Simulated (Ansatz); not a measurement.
**What HfZnO3 in P4/mbm, a phase reached by a soft mode distorts into**

Wanted: the energy along a soft mode of HfZnO3 in P4/mbm, a phase reached by a soft mode and the structure at the end.

Program: Ansatz 0.2.0. Level of theory: DFT PBEsol, scalar-relativistic, plane waves, PAW; PAW set soft_1. Results are calculated unless marked as measured.

The structure was built from a prototype and need not be the compound's stable phase.

### 1. The starting structure

The structure is tetragonal, space group P4/mbm (No. 127). Conventional cell: a = 5.550 Å, b = 5.550 Å, c = 3.930 Å, α = 90.00°, β = 90.00°, γ = 90.00°. Nearest to Zn lie 4 O at 2.32 Å. Hf has 6 O at 1.96 to 2.09 Å nearest. Nearest to O lie 2 Hf at 2.09 Å and 2 Zn at 2.32 Å. Nearest to O lie 2 Hf at 1.96 Å. Farther neighbours and most contacts between anions are not listed.

### 2. Modes at Γ

This phase was reached earlier by freezing in an unstable mode of a structure of higher symmetry and relaxing. Its zone-centre modes can show that it is still unstable.

Contents of input.yaml:

```yaml
crystal:
  lattice:
    - [5.5496102838, 0.0, 0.0]
    - [0.0, 5.5496102838, 0.0]
    - [0.0, 0.0, 3.9296625994]
  atoms:
    - { symbol: Zn, position: [0.0, 0.5, 0.0] }
    - { symbol: Zn, position: [0.5, 0.0, 0.0] }
    - { symbol: Hf, position: [0.0, 0.0, 0.5] }
    - { symbol: Hf, position: [0.5, 0.5, 0.5] }
    - { symbol: O, position: [0.1580810847, 0.6580810847, 0.5] }
    - { symbol: O, position: [0.8419189153, 0.3419189153, 0.5] }
    - { symbol: O, position: [0.3419189153, 0.1580810847, 0.5] }
    - { symbol: O, position: [0.6580810847, 0.8419189153, 0.5] }
    - { symbol: O, position: [0.0, 0.0, 0.0] }
    - { symbol: O, position: [0.5, 0.5, 0.0] }
kpoints:
  mp_grid: { grid: [6, 6, 8] }
hamiltonian:
  xc: pbesol
  pseudopotentials: { kind: paw, azcp: { folder: soft_1 }, xc_functional: pbe }
scf:
  occupations: { method: fixed }
output:
  eigenvalues: true
phonons:
  method: dfpt
  dielectric: true
  rigid_motions: translations
```

The run is started by

```
> ansatz run input.yaml --threads 8 --pin off --max-ram 16384MiB --backend cpu --events-out ev --progress --plain --runs-dir out
```

Numbers of over 12 decimals in the logs are rounded to 6 here.

The log of the run:

```text
Engine: ansatz 0.2.0, aarch64-unknown-linux-gnu
Pseudopotentials: kind: paw
Pseudopotential: Zn, paw, valence charge 12, recommended cutoff 420 eV (normal), soft_1/Zn.paw.azcp
Pseudopotential: Hf, paw, valence charge 26, recommended cutoff 420 eV (normal), soft_1/Hf.paw.azcp
Pseudopotential: O, paw, valence charge 6, recommended cutoff 420 eV (normal), soft_1/O.paw.azcp
Functional definition: PBEsol
  exchange = pbesol_x
  correlation = pbesol_c
Crystal: 10 atoms, lattice volume = 121.026 Å³
Basis set: ecut = 420 eV, 2393 PW (Γ), exchange–correlation on 80×80×54 points (8 copies of the dense FFT grid, shifted against one another)
Bands: 68, of which v1, the nominal top of the filled ones, is band 56 counted from 1 (55 counted from 0)
Symmetry: 16 space group operations
k-points: 148 of 288 (irreducible under 1 space group operation, time reversal used)
Non-local potential: Zn, projectors of the file, l = 0: 2, l = 1: 2, l = 2: 3, l = 3: 1
Non-local potential: Hf, projectors of the file, l = 0: 3, l = 1: 2, l = 2: 2, l = 3: 3
Non-local potential: O, projectors of the file, l = 0: 2, l = 1: 2, l = 2: 1
PAW form: soft (Blöchl's): semilocal exchange-correlation on the pseudo side does not see the compensation charge
PAW frozen core: Zn, regenerated for the run's functional, and the local potential with it (the file was generated under x = pbe(κ = 0.804, μ = 0.219515), c = pbe(β = 0.066725))
PAW frozen core: Hf, regenerated for the run's functional, and the local potential with it (the file was generated under x = pbe(κ = 0.804, μ = 0.219515), c = pbe(β = 0.066725))
PAW frozen core: O, regenerated for the run's functional, and the local potential with it (the file was generated under x = pbe(κ = 0.804, μ = 0.219515), c = pbe(β = 0.066725))
PAW one-centre angular grid: Zn, 590 points (default); XC on 64 Gauss nodes
PAW one-centre angular grid: Hf, 590 points (default); XC on 64 Gauss nodes
PAW one-centre angular grid: O, 110 points (default); XC on 64 Gauss nodes
Initial density: superposition of atomic densities (chi_scale 0.1, normalization cell, long waves kept (reshape's long-wave potential 0.00 eV rms))
Initial wavefunctions: pseudopotential atomic-orbital guess
Functional: x = pbesol(κ = 0.804, μ = 0.123457), c = pbesol(β = 0.046)
SCF iter   1: F=—  HF=-41137.293605 eV  |F-HF|=—  |Δ(HF+E_count)|=         —  Δρ=1.08e-1  dr2=1.57e1  ethr=3.10e-3  ⟨swp⟩=4.2  Hψ=30871  notcnv=0  defer=993
preconditioner: auto → Resta (q_TF=auto, 2.693 Å⁻¹)  ε∞=5.4  [insulator: Δε(μ)=1.042 eV  Ē_g=16.747 eV  n_scr=38 (ndim 8)  ℏωp=35.1 eV  f_vac=0.000  ε∞_Penn≈5.4]
SCF iter   2: F=—  HF=-41133.425042 eV  |F-HF|=—  |Δ(HF+E_count)|=    3.87e0  Δρ=4.44e-2  dr2=3.32e0  ethr=3.10e-3  ⟨swp⟩=2.0  Hψ=21071  notcnv=0  defer=1455
SCF iter   3: F=—  HF=-41132.313702 eV  |F-HF|=—  |Δ(HF+E_count)|=    1.11e0  Δρ=2.63e-2  dr2=9.64e-1  ethr=2.96e-3  ⟨swp⟩=2.0  Hψ=17995  notcnv=0  defer=1440
SCF iter   4: F=—  HF=-41132.008974 eV  |F-HF|=—  |Δ(HF+E_count)|=   3.05e-1  Δρ=8.53e-3  dr2=5.85e-2  ethr=8.61e-4  ⟨swp⟩=2.0  Hψ=19945  notcnv=0  defer=1418
SCF iter   5: F=—  HF=-41132.037529 eV  |F-HF|=—  |Δ(HF+E_count)|=   2.86e-2  Δρ=4.20e-3  dr2=2.18e-2  ethr=5.22e-5  ⟨swp⟩=2.2  Hψ=17287  notcnv=0  defer=1478
SCF iter   6: F=—  HF=-41132.022353 eV  |F-HF|=—  |Δ(HF+E_count)|=   1.52e-2  Δρ=1.17e-3  dr2=1.57e-3  ethr=1.95e-5  ⟨swp⟩=2.6  Hψ=18113  notcnv=0  defer=1480
SCF iter   7: F=—  HF=-41132.023107 eV  |F-HF|=—  |Δ(HF+E_count)|=   7.54e-4  Δρ=6.48e-4  dr2=4.27e-4  ethr=1.41e-6  ⟨swp⟩=2.0  Hψ=17928  notcnv=0  defer=1480
SCF iter   8: F=—  HF=-41132.023163 eV  |F-HF|=—  |Δ(HF+E_count)|=   5.54e-5  Δρ=3.62e-4  dr2=1.37e-4  ethr=3.82e-7  ⟨swp⟩=2.0  Hψ=16639  notcnv=0  defer=1190
SCF iter   9: F=—  HF=-41132.023168 eV  |F-HF|=—  |Δ(HF+E_count)|=   5.59e-6  Δρ=7.75e-5  dr2=6.14e-6  ethr=1.22e-7  ⟨swp⟩=2.2  Hψ=16580  notcnv=0  defer=742
SCF iter  10: F=—  HF=-41132.023171 eV  |F-HF|=—  |Δ(HF+E_count)|=   2.94e-6  Δρ=4.29e-5  dr2=1.58e-6  ethr=5.49e-9  ⟨swp⟩=2.0  Hψ=18316  notcnv=0  defer=728
SCF iter  11: F=—  HF=-41132.023171 eV  |F-HF|=—  |Δ(HF+E_count)|=   5.80e-7  Δρ=1.93e-5  dr2=2.70e-7  ethr=1.41e-9  ⟨swp⟩=2.3  Hψ=16836  notcnv=0  defer=728
SCF iter  12: F=—  HF=-41132.023171 eV  |F-HF|=—  |Δ(HF+E_count)|=   1.89e-8  Δρ=5.36e-6  dr2=2.35e-8  ethr=2.41e-10  ⟨swp⟩=2.0  Hψ=17555  notcnv=0  defer=728
SCF iter  13: F=—  HF=-41132.023171 eV  |F-HF|=—  |Δ(HF+E_count)|=   7.58e-9  Δρ=1.26e-6  dr2=1.71e-9  ethr=2.10e-11  ⟨swp⟩=2.0  Hψ=15732  notcnv=0  defer=728
SCF iter  14: F=-41132.023171 eV  HF=-41132.023171 eV  |F-HF|=4.37e-11  |Δ(HF+E_count)|=  3.20e-10  Δρ=3.35e-7  dr2=9.89e-11  ethr=1.00e-12  ⟨swp⟩=12.4  Hψ=74725  notcnv=0
SCF 1 converged in 14 iterations: F = -41132.023171 eV  dr2 = 9.89e-11
  greatest PAW one-centre occupation: 0.999 electrons in one spin orbital (limit 2), on the Hf atom at site 3 (counted from 0), in its partial waves of l = 0
DFPT response loops at Γ: preconditioner auto → Resta (q_TF=auto, 2.693 Å⁻¹)  ε∞=10.9 (no band partly filled); β = 1.00, the filter's whole step (`scf.mixing.beta` (0.50) is not read by the response loops at its default; to damp them type it under 1.00, their step now; it binds the ground state too); Broyden in place of MSR1
── the response to a field inside a basis, on 10×10×12 k-points: an SCF that follows is theirs, and a resumed run solves both again ──
Bands: 57, of which v1, the nominal top of the filled ones, is band 56 counted from 1 (55 counted from 0)
k-points: 90 of 1200
Initial density: handed on by an earlier stage of this run
Initial wavefunctions: pseudopotential atomic-orbital guess (no wavefunctions were taken with the density)
Eigensolver: Dense (90 Hₖ)
SCF iter   1: F=—  HF=-41131.790972 eV  |F-HF|=—  |Δ(HF+E_count)|=         —  Δρ=6.40e-4  dr2=1.27e-4  ethr=1.00e-1
preconditioner: auto → Resta (q_TF=auto, 2.693 Å⁻¹)  ε∞=9.4  [insulator: Δε(μ)=0.701 eV  Ē_g=12.090 eV  n_scr=38 (ndim 8)  ℏωp=35.1 eV  f_vac=0.016  ε∞_Penn≈9.4]
SCF iter   2: F=—  HF=-41131.791031 eV  |F-HF|=—  |Δ(HF+E_count)|=   5.83e-5  Δρ=3.51e-4  dr2=5.19e-5  ethr=1.13e-7
SCF iter   3: F=—  HF=-41131.791057 eV  |F-HF|=—  |Δ(HF+E_count)|=   2.67e-5  Δρ=1.37e-4  dr2=8.29e-6  ethr=4.63e-8
SCF iter   4: F=—  HF=-41131.791060 eV  |F-HF|=—  |Δ(HF+E_count)|=   2.28e-6  Δρ=2.53e-5  dr2=4.71e-7  ethr=7.40e-9
SCF iter   5: F=—  HF=-41131.791060 eV  |F-HF|=—  |Δ(HF+E_count)|=   6.96e-8  Δρ=1.14e-5  dr2=2.23e-7  ethr=4.20e-10
SCF iter   6: F=-41131.791060 eV  HF=-41131.791060 eV  |F-HF|=1.11e-8  |Δ(HF+E_count)|=   6.61e-9  Δρ=4.02e-6  dr2=2.64e-8  ethr=2.00e-10
SCF 1 converged in 6 iterations: F = -41131.791060 eV  dr2 = 2.64e-8
DFPT response loops at Γ: preconditioner auto → Resta (q_TF=auto, 2.693 Å⁻¹)  ε∞=9.3 (no band partly filled); β = 1.00, the filter's whole step (`scf.mixing.beta` (0.50) is not read by the response loops at its default; to damp them type it under 1.00, their step now; it binds the ground state too); Broyden in place of MSR1
WARN: field response: inside a basis, on 10×10×12 points, no mesh in reach settles it: take ε∞, Z* and everything formed from them with what they may err, as stated (eps_inf_uncertainty, zstar_uncertainty_e), and compare with field_mesh: kpoints on a denser kpoints.mp_grid
WARN: field response: ε∞ stands inside a basis, on 10×10×12 points; the force constants stand on the 6×6×8 k-mesh, whose period is 11.18 times the interband length at k = (0.0000, 0.0000, 0.0000), direct gap 0.624 eV, under 14: take them and everything formed from them as unconverged, and compare with a denser kpoints.mp_grid
SCF converged after 14 iterations
Free energy (F): -41132.023171 eV
Harris-Foulkes:  -41132.023171 eV  (|F-HF|=4.37e-11)
Internal energy: -41132.023171 eV  (E = F + TS)
E sigma→0 (E₀):  -41132.023171 eV
Fermi energy:    10.081103 eV
--- Per-component energies (eV) ---
  E_band       = -126.161451
  E_kinetic    = 2108.165564
  E_local      = -19996.838149  (includes V_loc(G=0)·N_el)
  E_nonlocal   = 2115.226453
  E_hartree    = 9023.263261
  E_xc         = -1103.361300
  E_vxc        = -1149.108666  (∫ρ·V_xc dr)
  E_paw        = -19829.794654  (= ΣΔE_a)
  E_vpaw       = -1250.138039  (= ΣTr[D̂ρ^β])
  E_aug_tail   = 0.004218  (compensation charges beyond the density's cutoff)
  E_ewald      = -13452.997116
  E_core_change = 4.308551  (= ΣΔE_core)
  E_smearing   = -0.000000  (= −TS)
  E_closure    = 0.000000  (closes the sum)
  Σ components = -41132.023171   (vs F -41132.023171, Δ=0.00e0)
--- Band table (eV; the first three rows and the last of 148) ---
  k-point 0: bands = [... 52 lower, 9.2455, 9.5632, 9.9640, 9.9640, 10.5877, 12.6752, 14.2791, 14.2791, ... 8 higher]
  k-point 1: bands = [... 52 lower, 9.0034, 9.0034, 9.9961, 9.9961, 11.1257, 12.8046, 14.6749, 14.6749, ... 8 higher]
  k-point 2: bands = [... 52 lower, 9.3844, 9.3844, 10.0606, 10.0606, 12.2236, 12.9925, 15.2454, 15.5373, ... 8 higher]
  k-point 147: bands = [... 52 lower, 8.9863, 8.9863, 9.3262, 9.3262, 14.0323, 14.0323, 15.3341, 15.3341, ... 8 higher]
--- Phonons (Γ-DFPT): 8 representative perturbations + reference, on 148 of 288 k-points (Σ response iterations 36) ---
  k mesh reduced under 1 symmetry operation, with k and −k counted as one. Each operation leaves every solved perturbation unchanged. A smaller set is not considered because the run solves the response to a homogeneous field
  ASR residual: 5.854e-4 → 0.000e0 eV/Å²; symmetrization residual: 1.743e-5 eV/Å²
  ASR residual per site (eV/Å²): 6.91e-5 6.91e-5 4.53e-4 4.53e-4 2.00e-4 2.00e-4 2.00e-4 2.00e-4 5.85e-4 5.85e-4
  Γ frequencies (cm⁻¹): -242.86 -242.86 -201.34 -201.34 -145.43 -135.51 -121.37 -121.37 0.00 0.00 0.00 88.45 88.45 99.67 102.06 102.06 121.68 187.94 215.04 215.04 225.51 225.51 468.78 515.72 524.54 524.54 582.07 721.90 736.77 737.31
  ε∞ (high-frequency dielectric tensor):
        6.176525     0.000000     0.000000
        0.000000     6.176525     0.000000
        0.000000     0.000000     6.715759
  softest optical mode at Γ: -242.86 cm⁻¹; the repairs (sum rule, projections) moved no ω² at Γ by more than (4.34 cm⁻¹)²
  Born effective charges Z* (e; rows j = field, columns β = displacement):
    site 0:
         2.52778    0.29419    0.00000
         0.29419    2.52778    0.00000
         0.00000    0.00000    3.10952
    site 1:
         2.52778   -0.29419    0.00000
        -0.29419    2.52778    0.00000
         0.00000    0.00000    3.10952
    site 2:
         5.48138    0.07344    0.00000
        -0.07344    5.48138    0.00000
         0.00000    0.00000    6.16922
    site 3:
         5.48138   -0.07344    0.00000
         0.07344    5.48138    0.00000
         0.00000    0.00000    6.16922
    site 4:
        -3.04357    0.98841    0.00000
         0.98841   -3.04357    0.00000
         0.00000    0.00000   -2.02873
    site 5:
        -3.04357    0.98841    0.00000
         0.98841   -3.04357    0.00000
         0.00000    0.00000   -2.02873
    site 6:
        -3.04357   -0.98841    0.00000
        -0.98841   -3.04357    0.00000
         0.00000    0.00000   -2.02873
    site 7:
        -3.04357   -0.98841    0.00000
        -0.98841   -3.04357    0.00000
         0.00000    0.00000   -2.02873
    site 8:
        -1.92202    0.14345    0.00000
        -0.14345   -1.92202    0.00000
         0.00000    0.00000   -5.22128
    site 9:
        -1.92202   -0.14345    0.00000
         0.14345   -1.92202    0.00000
         0.00000    0.00000   -5.22128
  Z* charge neutrality: 1.422e-2 e pre-enforcement
  solved inside a basis spanned on kpoints, on 10×10×12 k-points, which do not settle them: ε∞ is read to err by 6.7e-2, Z* by 7.3e-2 e (field_mesh: kpoints solves on kpoints); Z* is corrected for what the basis lacks
  optical modes at Γ without the LO–TO term, one row a degenerate level:
      ω (cm⁻¹)  modes    IR ((D/Å)²/amu)
       -242.86      2            33.7091
       -201.34      2            20.0794
       -145.43      1            30.2001
       -135.51      1             0.0000
       -121.37      2             0.0000
         88.45      2             2.1290
         99.67      1             0.0000
[...]
optical modes at Γ + LO–TO along q̂ = [1.0000, 0.0000, 0.0000]:
      ω (cm⁻¹)  modes    IR ((D/Å)²/amu)
[...]
optical modes at Γ + LO–TO along q̂ = [0.0000, 1.0000, 0.0000]:
      ω (cm⁻¹)  modes    IR ((D/Å)²/amu)
[...]
optical modes at Γ + LO–TO along q̂ = [0.0000, 0.0000, 1.0000]:
      ω (cm⁻¹)  modes    IR ((D/Å)²/amu)
[...]
102.06      2             1.1698
        121.68      1             0.0000
        215.04      2             0.1370
        225.51      2            44.0527
        312.83      1            20.5304
        468.78      1             0.0000
        515.72      1             0.0000
        524.54      2            62.9610
        582.07      1             0.0000
        721.90      1             0.0000
        737.31      1             0.0000
        875.02      1            96.1688
```

Wall time 4.7 min (8 threads of Arm Neoverse V2, shared host); peak memory 4.9 GiB.

Numbers from this step:

```
gap on the k-mesh                                       : 0.5066 eV
volume per atom                                         : 12.10 Å³
sum-rule residual before enforcement                    : 5.85e-4 eV/Å²
miss of the charge sum rule                             : 0.01422 e
estimated error of the dielectric tensor                : 0.06750
estimated error of the Born charges                     : 0.07330 e
point group                                             : 4/mmm
highest optical mode at the zone centre (no LO-TO term) : 737.3 cm⁻¹
lowest optical zone-centre mode                         : -242.9 cm⁻¹
mean high-frequency dielectric constant                 : 6.356
largest Born charge (third of the trace)                : 5.711 e
top of the zone-centre spectrum with the field          : 875.0 cm⁻¹
```

Patterns of degenerate modes are one choice out of their space. Modes at Γ, with each element's share of the kinetic energy (negative means imaginary):

| mode | frequency (cm⁻¹) | symmetry | Zn % | Hf % | O % |
| --- | --- | --- | --- | --- | --- |
| 1 | -242.9 | Eu | 8 | 2 | 90 |
| 2 | -242.9 | Eu | 8 | 2 | 90 |
| 3 | -201.3 | Eu | 34 | 0 | 65 |
| 4 | -201.3 | Eu | 34 | 0 | 65 |
| 5 | -145.4 | A2u | 61 | 3 | 36 |
| 6 | -135.5 | B1u | 63 | 0 | 37 |
| 7 | -121.4 | Eg | 0 | 0 | 100 |
| 8 | -121.4 | Eg | 0 | 0 | 100 |
| 9 | 0.0 | acoustic | 22 | 61 | 16 |
| 10 | 0.0 | acoustic | 22 | 61 | 16 |
| 11 | 0.0 | acoustic | 22 | 61 | 16 |
| 12 | 88.5 | Eu | 73 | 15 | 13 |
| 13 | 88.5 | Eu | 73 | 15 | 13 |
| 14 | 99.7 | A1u | 0 | 95 | 5 |
| 15 | 102.1 | Eu | 26 | 56 | 18 |
| 16 | 102.1 | Eu | 26 | 56 | 18 |
| 17 | 121.7 | B1u | 37 | 0 | 63 |
| 18 | 187.9 | A2u | 17 | 31 | 52 |
| 19 | 215.0 | Eu | 35 | 46 | 18 |
| 20 | 215.0 | Eu | 35 | 46 | 18 |
| 21 | 225.5 | Eu | 1 | 17 | 82 |
| 22 | 225.5 | Eu | 1 | 17 | 82 |
| 23 | 468.8 | A1g | 0 | 0 | 100 |
| 24 | 515.7 | B2g | 0 | 0 | 100 |
| 25 | 524.5 | Eu | 0 | 2 | 97 |
| 26 | 524.5 | Eu | 0 | 2 | 97 |
| 27 | 582.1 | B1g | 0 | 0 | 100 |
| 28 | 721.9 | A2g | 0 | 0 | 100 |
| 29 | 736.8 | A2u | 0 | 5 | 95 |
| 30 | 737.3 | A1u | 0 | 5 | 95 |

Displacements in mode 1 (-242.9 cm⁻¹), the largest set to 1:
```
Zn1 -0.15  0.15  0.00
Zn2  0.00  0.00  0.00
Hf3 -0.01  0.05  0.00
Hf4 -0.05  0.01  0.00
O5   0.12 -0.12  0.00
O6   0.12 -0.12  0.00
O7  -0.07  0.08  0.00
O8  -0.07  0.08  0.00
O9   0.21 -1.00  0.00
O10  1.00 -0.19  0.00
```

Displacements in mode 29 (736.8 cm⁻¹), the largest set to 1:
```
Zn1  0.00  0.00  0.00
Zn2  0.00  0.00  0.00
Hf3  0.00  0.00 -0.07
Hf4  0.00  0.00 -0.07
O5   0.00  0.00 -0.12
O6   0.00  0.00 -0.12
O7   0.00  0.00 -0.12
O8   0.00  0.00 -0.12
O9   0.00  0.00  1.00
O10  0.00  0.00  1.00
```

Before it was imposed, the acoustic sum rule was missed by 5.9e-4 eV/Å² and the charge sum rule by 0.014 e. Small misses are needed for a sound result but don't prove that mesh and cutoff are converged. The lowest optical mode is imaginary, 242.9i cm⁻¹, so the energy falls along it.

The log warns of the k mesh: “the force constants stand on the 6×6×8 k-mesh, whose period is 11.18 times the interband length at k = (0.0000, 0.0000, 0.0000), direct gap 0.624 eV, under 14: take them and everything formed from them as unconverged”.

### 3. The mode frozen in, largest atomic shift 0 Å

The mode followed lies at Γ with frequency 242.9i cm⁻¹ and is 2-fold degenerate, the softest among the wavevectors solved. At small amplitude the distorted cell has space group no. 38 by a symmetry search on the positions. The undistorted cell that holds it gives the zero of energy on the same k mesh.

input.yaml: that of step 2 with these lines changed.

```diff
@@ -22,8 +22,6 @@
 scf:
-  occupations: { method: fixed }
+  occupations: { method: gaussian, width: 0.02 }
 output:
+  forces: true
+  stress: true
   eigenvalues: true
-phonons:
-  method: dfpt
-  dielectric: true
-  rigid_motions: translations
```

The log of the run:

```text
[...]
Crystal: 10 atoms, lattice volume = 121.026 Å³
Basis set: ecut = 420 eV, 2393 PW (Γ), exchange–correlation on 80×80×54 points (8 copies of the dense FFT grid, shifted against one another)
Bands: 68, of which v1, the nominal top of the filled ones, is band 56 counted from 1 (55 counted from 0)
Symmetry: 16 space group operations
[...]
k-points: 50 of 288
[...]
k-point 0: bands = [... 52 lower, 9.2456, 9.5633, 9.9640, 9.9640, 10.5877, 12.6752, 14.2790, 14.2790, ... 5 higher]
  k-point 1: bands = [... 52 lower, 9.0034, 9.0034, 9.9960, 9.9960, 11.1257, 12.8046, 14.6749, 14.6749, ... 5 higher]
  k-point 2: bands = [... 52 lower, 9.3844, 9.3844, 10.0606, 10.0606, 12.2236, 12.9925, 15.2453, 15.5373, ... 5 higher]
  k-point 49: bands = [... 52 lower, 8.9862, 8.9862, 9.3263, 9.3263, 14.0323, 14.0323, 15.3341, 15.3341, ... 5 higher]
[key lines of the parts left out:]
SCF converged after 10 iterations
Free energy (F): -41132.023171 eV
Fermi energy:    10.334901 eV
P = ⅓ Tr σ = 0.0048 GPa (0.048 kbar)
```

Elapsed: 4.1 s, on 8 threads; peak memory 0.85 GiB; 30 s of CPU time.

This step gave:

```yaml
pressure: 0.004811 GPa
energy_from_the_undistorted_cell: 0 meV/atom
```

At this level the gap is 0.51 eV on the k-mesh of the self-consistent run, which can miss the band edges.

[end of part 1 of 3]

[Logs are printed without paths, hosts, clocks, repeated set-up lines and the standing remarks that a program may print on its own settings, such as how far it seeks lower states.]

[Hosts, paths, dates, database ids (printed as entryN), source tags and the programs' standing remarks are cut or masked in the printed files.]
